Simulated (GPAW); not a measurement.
Computed results, one entry a study.

## PbF2 (Fluorocronite): G0W0 with GPAW, start to end

Symmetry: Fm-3m, No. 225, cubic system. The conventional cell has a = 5.927 Å, b = 5.927 Å, c = 5.927 Å, α = 90.00°, β = 90.00°, γ = 90.00°. Nearest to Pb lie 8 F at 2.57 Å. F has 4 Pb at 2.57 Å nearest. Farther neighbours and most contacts between anions are not listed.

```
Pb F
1.0
     0.00000    2.96366    2.96366
     2.96366    0.00000    2.96366
     2.96366    2.96366    0.00000
Pb F
1 2
Direct
  0.00000 0.00000 0.00000
  0.25000 0.25000 0.25000
  0.75000 0.75000 0.75000
```

```yaml
method: DFT, PBE, plane waves, PAW (and 1 further level or step)
program: GPAW 26.7.0
settings_of_one_run: cutoff 600 eV, GPAW PAW setups 1.2.1 data release, 4×4×4 k-mesh, nbands 128
cost: 3 runs, 74 s in all on 4 MPI ranks of Arm Neoverse V1, shared host (the runs of this entry)
notes: The database entry behind the starting cell differs from later determinations by our own check (0.1 to 0.3 % short, probably kX units). The cell and positions come from the Crystallography Open Database and are kept as given unless a step says otherwise. This is not the form that PbF2 usually takes at ambient conditions. Limits: no spin-orbit coupling. Bands and cutoff are finite, so the gap is not at the basis limit. The miss can reach some tenths of an eV and take either sign; the mesh is an error of its own. The 4×4×4 mesh is coarse for this cell, which bears on the long-range parts of exchange and screening.
pbe_gap: 4.35 eV, indirect
g0w0_gap_on_the_mesh: 6.01 eV
gw_settings: 4×4×4 mesh, 118 bands, screening to 100 eV, Godby-Needs plasmon pole
known_limits: not at the basis limit; no spin-orbit coupling; coarse k mesh
```

G0W0 moves the gap on the mesh from 4.35 eV to 6.01 eV (+1.66 eV), with Z of 0.79 and 0.86 at the edges. Only 3 of the mesh's irreducible points were corrected, so a valley elsewhere could overtake.

[Paths, hosts, dates, memory and timing lines, banners, echoed tables and standing remarks are left out of the program output.]

[Logs are printed without paths, hosts, clocks, repeated set-up lines and the standing remarks that a program may print on its own settings, such as how far it seeks lower states.]

[Runs of the session that timed out or met a known fault of the program may be left out.]

[Hosts, paths, dates, database ids (printed as entryN), source tags and the programs' standing remarks are cut or masked in the printed files.]
